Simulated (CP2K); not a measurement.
Two runs for the N K edge of 3-borylpyrrole. Run A: CP2K XAS_TDP, all-electron GAPW, PBEh(45%), aug-cc-pVDZ, TDA, no relativity. Run B differs in one setting.

First lines with a strength over 0.0015. A:

```
                    atom  energy (eV)  states  strength, one atom
N5 (bonded to 2 C and H)       397.83       1              0.0323
                               399.24       1              0.0158
                               400.09       1              0.0040
                               401.87       1              0.0029
                               402.36       1              0.0017
```

B:

```
                    atom  energy (eV)  states  strength, one atom
N5 (bonded to 2 C and H)       402.57       1              0.0319
                               403.98       1              0.0156
                               404.83       1              0.0040
                               406.62       1              0.0028
                               407.10       1              0.0016
```

**Question.** Which was it: the basis, scalar relativity switched on, GW2X switched on, the functional?

GW2X switched on. GW2X shifts an atom's lines together and keeps their spacings. Against PBEh(45%) in aug-cc-pVDZ, the leading line moves by +4.74 eV, to 402.57 eV.

[Banner, clock and machine lines of the logs are left out without a mark of their own.]

[Logs are printed without paths, hosts, clocks, repeated set-up lines and the standing remarks that a program may print on its own settings, such as how far it seeks lower states.]

[Hosts, paths, dates, database ids (printed as entryN), source tags and the programs' standing remarks are cut or masked in the printed files.]
